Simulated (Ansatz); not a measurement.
# Simulated XPS, UPS and emission spectra of AgSbH2C2N2F6, part 2 of 4

Wanted: projected DOS of AgSbH2C2N2F6, weighted into photoemission and X-ray emission spectra, at several levels of theory. Spin–orbit coupling is left out of the bands throughout.

Ansatz 0.2.0; DFT, LDA, plane-wave PAW, default files, scalar-relativistic (the session's first sound run).

So far: The starting structure; Self-consistent run, DOS and bands.

## (2) Self-consistent run, DOS and bands (continued)

The intensity has structure finer than the step of the table below, so its rows give means over 2 eV, whole bins alone (the curve runs from -24.4 to 1.47 eV). Peaks (eV: height): Ag L-beta2 -1.2: 99.9; F K -5.7: 31.3, -3.2: 99.9; F K, E along x -5.7: 31.1, -3.2: 99.1; F K, E along y -5.7: 30.7, -3.2: 103; F K, E along z -5.8: 32.1, -3.1: 98.3.

Shapes are the site's partial DOS without matrix elements, which overweights lines from ligand s bands. The intensity by emission energy less the core level's binding energy, zero at the valence-band maximum; means over each step; 7 of 13 lines; values in % of the unpolarised maximum:

| emission energy less the core level's binding energy (eV) | Ag L-beta2 | F K | F K, E along x | F K, E along y | F K, E along z | N K | N K, E along x |
| --- | --- | --- | --- | --- | --- | --- | --- |
| -22 | 0.493 | 0.253 | 0.248 | 0.258 | 0.254 | 0.0334 | 0.0366 |
| -20 | 0.605 | 0.0386 | 0.0383 | 0.0391 | 0.0384 | 0.0492 | 0.0584 |
| -18 | 0.836 | 0.0419 | 0.0418 | 0.0423 | 0.0416 | 3.50 | 4.45 |
| -16 | 1.04 | 0.0566 | 0.0566 | 0.0570 | 0.0564 | 2.50 | 3.17 |
| -14 | 1.31 | 0.0841 | 0.0843 | 0.0843 | 0.0837 | 0.0733 | 0.0819 |
| -12 | 1.91 | 0.152 | 0.153 | 0.153 | 0.150 | 0.0873 | 0.0919 |
| -10 | 3.28 | 2.34 | 2.42 | 2.43 | 2.18 | 0.488 | 0.517 |
| -8 | 6.81 | 2.21 | 2.26 | 2.22 | 2.14 | 3.47 | 3.69 |
| -6 | 13.9 | 16.5 | 16.5 | 16.2 | 16.8 | 20.1 | 21.9 |
| -4 | 28.5 | 59.4 | 58.7 | 60.9 | 58.7 | 66.7 | 65.9 |
| -2 | 76.1 | 32.1 | 32.8 | 30.8 | 32.7 | 15.1 | 14.0 |
| 0 | 65.3 | 1.42 | 1.32 | 1.34 | 1.60 | 3.05 | 3.38 |

ELF in the ab plane at fractional z = 0.000, with atoms of Sb and Ag and F and N and C and H within 0.2 Å of it. It is the smooth field of the valence electrons, not physical close to the nuclei.

Ten even steps from '_' (0.02 × 1e-1) to '@' (9.94 × 1e-1), each cell a mean:
```
__......____________..::::..__
......__________..==**##**==::
..______________::**%%****##==
__________..::..__==########++
______..--##@@@@++..--++**==::
__..--++**%%@@@@@@==____..____
::==**##++::**%%%%++__________
++########++++**++::________..
++%%**::++%%##++::__________..
::++######**==::________......
==--::--==--..________..::--==
##**--....____________..--++##
##++==::..__________....::==**
----::..________..--++**++--::
::..__________::==**##**##%%++
==..________::++**##%%==--####
::________..++##**::==##%%##++
__________::##@@@@**==****++::
__..::::..__++@@@@@@%%++--..__
..++####**--..==##**--..______
::**##**####--________________
::++##**####==______________..
..::--++++==..__________......
____......______________....__
```
Columns run along a (5.3 Å), rows up along b (12.5 Å). Atoms in or near the plane, at fractional coordinates: Sb at (0.00, 0.00), Ag at (0.00, 0.50), F at (0.78, 0.88), F at (0.22, 0.12), N at (0.21, 0.64), N at (0.79, 0.36), C at (0.35, 0.71), C at (0.65, 0.29), H at (0.48, 0.78), H at (0.52, 0.22).

Electrostatic potential energy in the ab plane at fractional z = 0.000, with atoms of Sb and Ag and F and N and C and H within 0.2 Å of it. With pseudopotentials it is smooth inside the atoms' cores, unlike the true potential.

Ten even steps from '0' (-54 eV) to '9' (8 eV), each cell a mean:
```
445799999998644
567999999986565
899999999941148
999999999963479
999999757999999
999875436999999
999710168999999
985211379999999
971016899999999
886468999999998
457999999999875
235899999999742
246899999999753
678999999998876
999999999962258
999999998630048
999999984003689
999999974115899
999999832788999
998789987999999
983227999999999
773238999999988
456789999999754
445799999998644
```
Columns run along a (5.3 Å; values clipped at the 3rd and 97th percentile), rows up along b (12.5 Å). Atoms in or near the plane, at fractional coordinates: Sb at (0.00, 0.00), Ag at (0.00, 0.50), F at (0.78, 0.88), F at (0.22, 0.12), N at (0.21, 0.64), N at (0.79, 0.36), C at (0.35, 0.71), C at (0.65, 0.29), H at (0.48, 0.78), H at (0.52, 0.22).

Valence density in the ab plane at fractional z = 0.000, with atoms of Sb and Ag and F and N and C and H within 0.2 Å of it. It is the smooth field of the valence electrons, not physical close to the nuclei.

Ten steps, logarithmic in the rise over the least value, from '0' (0 e/Å³) to '9' (17 e/Å³), each cell a mean:
```
873100000011358
432100000135544
110000000268862
000000000257742
000011232112210
000134543100000
012455542000000
124665421000000
146664210000000
235542100000012
753210000000246
985200000001379
985200000001368
532000000023334
110000001245653
100000012466652
000000024555431
000000135543210
000000144421000
013442112100000
137874100000000
246874100000111
644431000001235
974210000001269
```
Columns run along a (5.3 Å), rows up along b (12.5 Å). Atoms in or near the plane, at fractional coordinates: Sb at (0.00, 0.00), Ag at (0.00, 0.50), F at (0.78, 0.88), F at (0.22, 0.12), N at (0.21, 0.64), N at (0.79, 0.36), C at (0.35, 0.71), C at (0.65, 0.29), H at (0.48, 0.78), H at (0.52, 0.22).

The spectra weight each projected shell by its atomic cross section (Dirac–Hartree–Slater) and angular factor, for unpolarised light with the analyser at 60° from the beam. Broadening, on top of any smearing of the DOS itself: a Gaussian of 0.3 eV and a Lorentzian of 0.05 eV plus 0 times the binding energy (full widths), Fermi edge at 77 K. Curves are cut 10 eV under the photon energy, above any shell that the free atom's threshold puts out of reach, or at the lower edge of the window: 7.4 eV at 21.2 eV, 24.5 eV at 150 eV, 24.5 eV at 1486.7 eV and 24.5 eV at 5414.7 eV. A star in tables and legends marks shells that hold the states left over by the projection (0.7 % of the filled ones), a stand-in for orbitals that the files don't project on. Dipole terms alone, which is rough above 3 keV; no background, satellites or final-state effects.

Share of each shell in the spectrum's area (%), by photon energy:

| shell | 21.2 eV | 150 eV | 1486.7 eV | 5414.7 eV |
| --- | --- | --- | --- | --- |
| Ag 4d | 14.8 | 3.8 | 44.1 | 32.4 |
| C 2s | 0.0 | 2.0 | 1.4 | 1.4 |
| C 2p | 9.2 | 1.5 | 0.1 | 0.0 |
| F 2s | 0.0 | 22.8 | 35.7 | 45.0 |
| F 2p | 55.8 | 60.6 | 8.7 | 3.0 |
| N 2s | 0.0 | 3.9 | 3.6 | 3.8 |
| N 2p | 18.9 | 4.6 | 0.4 | 0.1 |
| Sb 5s | 0.0 | 0.3 | 1.6 | 6.3 |
| Sb 5p | 0.8 | 0.2 | 1.6 | 4.4 |
| Sb 4d | 0.0 | 0.1 | 2.3 | 2.0 |

Cross sections used, in Mb an electron:

| shell | 21.2 eV | 150 eV | 1486.7 eV | 5414.7 eV |
| --- | --- | --- | --- | --- |
| Ag 4d | 1.9 | 0.038 | 0.0021 | 3.5e-5 |
| C 2s | 0.58 | 0.084 | 3.1e-4 | 6.8e-6 |
| C 2p | 2.7 | 0.024 | 9.8e-6 | 5.9e-8 |
| F 2s | - | 0.17 | 0.0014 | 4.0e-5 |
| F 2p | 2.0 | 0.16 | 1.3e-4 | 1.0e-6 |
| N 2s | - | 0.12 | 5.8e-4 | 1.4e-5 |
| N 2p | 3.1 | 0.053 | 2.8e-5 | 1.8e-7 |
| Sb 5s | 0.016 | 0.023 | 7.3e-4 | 6.4e-5 |
| Sb 5p | 0.97 | 0.010 | 5.0e-4 | 3.0e-5 |
| Sb 4d | - | 0.035 | 0.0043 | 8.5e-5 |

At this level the gap is 2.78 eV on the path.

## (3) With r²SCAN

This step: DFT, r2SCAN, plane-wave PAW, default files, scalar-relativistic (Ansatz 0.2.0).

The run is repeated with r²SCAN on the same cell, to see how much the levels hang on the functional.

The input, input.yaml:

```yaml
crystal:
  lattice:
    - [5.320154, 0.0, 0.0]
    - [0.0, 12.526935, 0.0]
    - [0.0, 0.0, 7.010653]
  atoms:
    - { symbol: Sb, position: [0.0, 0.0, 0.0] }
    - { symbol: Sb, position: [0.5, 0.5, 0.5] }
    - { symbol: Ag, position: [0.5, 0.0, 0.5] }
    - { symbol: Ag, position: [0.0, 0.5, 0.0] }
    - { symbol: F, position: [0.200525, 0.930762, 0.807556] }
    - { symbol: F, position: [0.799475, 0.069238, 0.807556] }
    - { symbol: F, position: [0.700525, 0.569238, 0.692444] }
    - { symbol: F, position: [0.299475, 0.430762, 0.692444] }
    - { symbol: F, position: [0.799475, 0.069238, 0.192444] }
    - { symbol: F, position: [0.200525, 0.930762, 0.192444] }
    - { symbol: F, position: [0.299475, 0.430762, 0.307556] }
    - { symbol: F, position: [0.700525, 0.569238, 0.307556] }
    - { symbol: F, position: [0.77598, 0.878896, 0.0] }
    - { symbol: F, position: [0.22402, 0.121104, 0.0] }
    - { symbol: F, position: [0.27598, 0.621104, 0.5] }
    - { symbol: F, position: [0.72402, 0.378896, 0.5] }
    - { symbol: "N", position: [0.714024, 0.859858, 0.5] }
    - { symbol: "N", position: [0.285976, 0.140142, 0.5] }
    - { symbol: "N", position: [0.214024, 0.640142, 0.0] }
    - { symbol: "N", position: [0.785976, 0.359858, 0.0] }
    - { symbol: C, position: [0.854259, 0.789418, 0.5] }
    - { symbol: C, position: [0.145741, 0.210582, 0.5] }
    - { symbol: C, position: [0.354259, 0.710582, 0.0] }
    - { symbol: C, position: [0.645741, 0.289418, 0.0] }
    - { symbol: H, position: [0.977731, 0.72072, 0.5] }
    - { symbol: H, position: [0.022269, 0.27928, 0.5] }
    - { symbol: H, position: [0.477731, 0.77928, 0.0] }
    - { symbol: H, position: [0.522269, 0.22072, 0.0] }
kpoints:
  mp_grid: { grid: [4, 2, 4] }
  band_path:
    path:
      - [0.0, 0.0, 0.0]
      - [0.5, 0.0, 0.0]
      - [0.5, 0.5, 0.0]
      - [0.0, 0.5, 0.0]
      - [0.0, 0.0, 0.0]
      - [0.0, 0.0, 0.5]
      - [0.5, 0.0, 0.5]
      - [0.5, 0.5, 0.5]
      - [0.0, 0.5, 0.5]
      - [0.0, 0.0, 0.5]
    npoints: 6
scf:
  occupations: { method: fermi_dirac, width: 0.02 }
  n_extra_bands: 40
hamiltonian:
  xc: r2scan
  pseudopotentials: { kind: paw }
output:
  forces: true
  stress: true
  dos:
    projected:
      site_lists:
        Sb1: [0, 1]
        Ag3: [2, 3]
        F5: [4, 5, 6, 7, 8, 9, 10, 11]
        F13: [12, 13, 14, 15]
        N17: [16, 17, 18, 19]
        C21: [20, 21, 22, 23]
        H25: [24, 25, 26, 27]
    de: 0.05
    e_range: [-30, 12]
    nscf_kmesh: { grid: [8, 4, 6] }
  fatbands: true
```

On the command line:

```console
> ansatz run input.yaml --threads 4 --pin off --max-ram 8192MiB --backend cpu --events-out ev --progress --plain --runs-dir out
```

Numbers of over 12 decimals in the logs are rounded to 6 here.

What it wrote:

```text
[...]
Crystal: 28 atoms, lattice volume = 467.227 Å³
Basis set: ecut = 500 eV, 11855 PW (Γ), exchange–correlation on 160×384×216 points (64 copies of the dense FFT grid, shifted against one another)
Bands: 136, of which v1, the nominal top of the filled ones, is band 96 counted from 1 (95 counted from 0)
Symmetry: 8 space group operations
[...]
k-points: 18 of 32
[...]
SCF iter   1: F=—  HF=-40530.985201 eV  |F-HF|=—  |Δ(HF+E_count)|=         —  Δρ=9.35e-3  dr2=5.85e-1  dr2_τ=1.98e0  ethr=1.77e-3  ⟨swp⟩=5.0  Hψ=9722  notcnv=0  defer=390
[...]
SCF iter   9: F=-40531.007633 eV  HF=-40531.007633 eV  |F-HF|=3.72e-8  |Δ(HF+E_count)|=   2.57e-7  Δρ=3.27e-6  dr2=3.97e-8  dr2_τ=3.91e-9  ethr=5.21e-11  ⟨swp⟩=15.2  Hψ=15440  notcnv=0
SCF 1 converged in 9 iterations: F = -40531.007633 eV  dr2 = 3.97e-8
[...]
NSCF: frozen V_eff on 55 k-points
[...]
SCF converged after 9 iterations
Free energy (F): -40531.007633 eV
[...]
Internal energy: -40531.007633 eV  (E = F + TS)
E sigma→0 (E₀):  -40531.007633 eV
Fermi energy:    2.325082 eV
[...]
--- Forces (eV/Å), atoms counted from 1 ---
  atom   1  Sb     0.00000000     0.00000000     0.00000000
  atom   2  Sb     0.00000000     0.00000000     0.00000000
  atom   3  Ag    -0.00000000     0.00000000     0.00000000
  atom   4  Ag     0.00000000     0.00000000     0.00000000
  atom   5  F     -0.37444191     0.33392787     0.44100650
  atom   6  F      0.37444191    -0.33392787     0.44100650
  atom   7  F     -0.37444191    -0.33392787    -0.44100650
  atom   8  F      0.37444191     0.33392787    -0.44100650
  atom   9  F      0.37444191    -0.33392787    -0.44100650
  atom  10  F     -0.37444191     0.33392787    -0.44100650
  atom  11  F      0.37444191     0.33392787     0.44100650
  atom  12  F     -0.37444191    -0.33392787     0.44100650
  atom  13  F      0.38023006     0.55841949     0.00000000
  atom  14  F     -0.38023006    -0.55841949     0.00000000
  atom  15  F      0.38023006    -0.55841949     0.00000000
  atom  16  F     -0.38023006     0.55841949     0.00000000
  atom  17  N      0.97113776    -1.03164073     0.00000000
  atom  18  N     -0.97113776     1.03164073     0.00000000
  atom  19  N      0.97113776     1.03164073     0.00000000
  atom  20  N     -0.97113776    -1.03164073     0.00000000
  atom  21  C     -0.91896649     0.81293577     0.00000000
  atom  22  C      0.91896649    -0.81293577     0.00000000
  atom  23  C     -0.91896649    -0.81293577     0.00000000
  atom  24  C      0.91896649     0.81293577     0.00000000
  atom  25  H     -0.00488582     0.14747368     0.00000000
  atom  26  H      0.00488582    -0.14747368     0.00000000
  atom  27  H     -0.00488582    -0.14747368     0.00000000
  atom  28  H      0.00488582     0.14747368     0.00000000
  max |Σ_I F_I| component: 1.67e-16 eV/Å
--- Stress (GPa, compression-positive) ---
       -3.432560       0.000000       0.000000
        0.000000      -4.142726       0.000000
        0.000000       0.000000      -2.235149
  P = ⅓ Tr σ = -3.2701 GPa (-32.701 kbar)
--- Band table (eV; the first three rows and the last of 18) ---
  k-point 0: bands = [... 92 lower, -0.4891, -0.4845, 0.4486, 0.5094, 3.9899, 4.0570, 5.2080, 5.5139, ... 36 higher]
  k-point 1: bands = [... 92 lower, -0.5329, -0.5289, 0.5144, 0.5562, 3.9956, 4.0483, 5.2711, 5.4832, ... 36 higher]
  k-point 2: bands = [... 92 lower, -0.5757, -0.5757, 0.5913, 0.5913, 4.0201, 4.0201, 5.3931, 5.3931, ... 36 higher]
  k-point 17: bands = [... 92 lower, -0.5698, -0.5698, 0.6503, 0.6503, 4.2825, 4.2825, 5.5248, 5.5248, ... 36 higher]
```

It took 2.4 min on 4 threads of INTEL XEON PLATINUM 8581C at 2.10GHz (Emerald Rapids), shared host; peak memory 3.8 GiB.

This step gave:

* free energy: -40531.0076 eV
* Fermi energy: 2.325 eV
* pressure: -3.270 GPa
* gap on the k-mesh: 3.339 eV
* share of occupied states in no projected shell: 0.0071 of the occupied states in the window
* gap on the path: 3.339 eV
* least direct gap on the path: 3.418 eV

The electronic bands at the labelled points (eV, zero at the valence-band maximum; v1 is the highest filled band, c1 the lowest empty one):

| point | v4 | v3 | v2 | v1 | c1 | c2 | c3 | c4 |
| --- | --- | --- | --- | --- | --- | --- | --- | --- |
| Γ | -1.14 | -1.14 | -0.20 | -0.14 | 3.34 | 3.41 | 4.56 | 4.86 |
| halfway | -1.15 | -1.15 | -0.12 | -0.12 | 3.42 | 3.44 | 4.79 | 4.92 |
| X | -1.17 | -1.17 | -0.07 | -0.07 | 3.48 | 3.48 | 4.92 | 4.92 |
| halfway | -1.17 | -1.17 | -0.07 | -0.07 | 3.48 | 3.48 | 4.93 | 4.93 |
| S | -1.17 | -1.17 | -0.07 | -0.07 | 3.48 | 3.48 | 4.94 | 4.94 |
| halfway | -1.15 | -1.15 | -0.12 | -0.12 | 3.42 | 3.42 | 4.92 | 4.92 |
| Y | -1.14 | -1.14 | -0.17 | -0.17 | 3.37 | 3.37 | 4.70 | 4.70 |
| halfway | -1.14 | -1.14 | -0.19 | -0.15 | 3.35 | 3.40 | 4.60 | 4.81 |
| Γ | -1.14 | -1.14 | -0.20 | -0.14 | 3.34 | 3.41 | 4.56 | 4.86 |
| halfway | -1.18 | -1.18 | -0.14 | -0.09 | 3.35 | 3.40 | 4.62 | 4.83 |
| Z | -1.23 | -1.23 | -0.06 | -0.06 | 3.37 | 3.37 | 4.74 | 4.74 |
| halfway | -1.22 | -1.22 | -0.03 | -0.03 | 3.50 | 3.50 | 4.90 | 4.90 |
| U | -1.22 | -1.22 | 0.00 | 0.00 | 3.63 | 3.63 | 4.87 | 4.87 |
| halfway | -1.22 | -1.22 | 0.00 | 0.00 | 3.63 | 3.63 | 4.87 | 4.87 |
| R | -1.22 | -1.22 | 0.00 | 0.00 | 3.63 | 3.63 | 4.87 | 4.87 |
| halfway | -1.22 | -1.22 | -0.03 | -0.03 | 3.50 | 3.50 | 4.84 | 4.84 |
| T | -1.22 | -1.22 | -0.06 | -0.06 | 3.37 | 3.37 | 4.70 | 4.70 |
| halfway | -1.23 | -1.23 | -0.06 | -0.06 | 3.37 | 3.37 | 4.72 | 4.72 |
| Z | -1.23 | -1.23 | -0.06 | -0.06 | 3.37 | 3.37 | 4.74 | 4.74 |

Of the projections kept (Sb s, Sb p, Ag s, Ag d, F p, N s, N p, C s, C p, H s, not projected), the largest for each band there; the rest of the weight can lie on other orbitals:

| point | v4 | v3 | v2 | v1 | c1 | c2 | c3 | c4 |
| --- | --- | --- | --- | --- | --- | --- | --- | --- |
| Γ | Ag d 0.92 | Ag d 0.91 | Ag d 0.68 | Ag d 0.68 | Sb s 0.46 | Sb s 0.46 | C p 0.49 | C p 0.50 |
| X | Ag d 0.92 | Ag d 0.92 | Ag d 0.70 | Ag d 0.70 | Sb s 0.52 | Sb s 0.52 | C p 0.53 | C p 0.53 |
| S | Ag d 0.92 | Ag d 0.92 | Ag d 0.70 | Ag d 0.70 | Sb s 0.52 | Sb s 0.52 | C p 0.53 | C p 0.53 |
| Y | Ag d 0.91 | Ag d 0.91 | Ag d 0.68 | Ag d 0.68 | Sb s 0.46 | Sb s 0.46 | C p 0.49 | C p 0.49 |
| Γ | Ag d 0.92 | Ag d 0.91 | Ag d 0.68 | Ag d 0.68 | Sb s 0.46 | Sb s 0.46 | C p 0.49 | C p 0.50 |
| Z | Ag d 0.95 | Ag d 0.95 | Ag d 0.69 | Ag d 0.69 | Sb s 0.52 | Sb s 0.52 | C p 0.51 | C p 0.51 |

Side by side:

| quantity | this run | base run | difference |
| --- | --- | --- | --- |
| gap on the path (eV) | 3.3394 | 2.7758 | 0.564 |
| least direct gap on the path (eV) | 3.4185 | 2.8415 | 0.577 |
| gap on the k-mesh (eV) | 3.3394 | 2.7808 | 0.559 |

The two runs differ clearly in the least direct gap on the path: 3.42 eV against 2.84 eV.

At this level the gap is 3.34 eV on the path.

(Part 2 of 4 ends here.)

[Logs are printed without paths, hosts, clocks, repeated set-up lines and the standing remarks that a program may print on its own settings, such as how far it seeks lower states.]

[Hosts, paths, dates, database ids (printed as entryN), source tags and the programs' standing remarks are cut or masked in the printed files.]

[Maps of the electrostatic potential energy from Ansatz leave out the sawtooth potential of an applied field or a dipole correction, so their vacuum need not be flat; work functions include it.]

[Peak lists hold at most the 14 tallest peaks of each spectrum; further lines can be left out.]
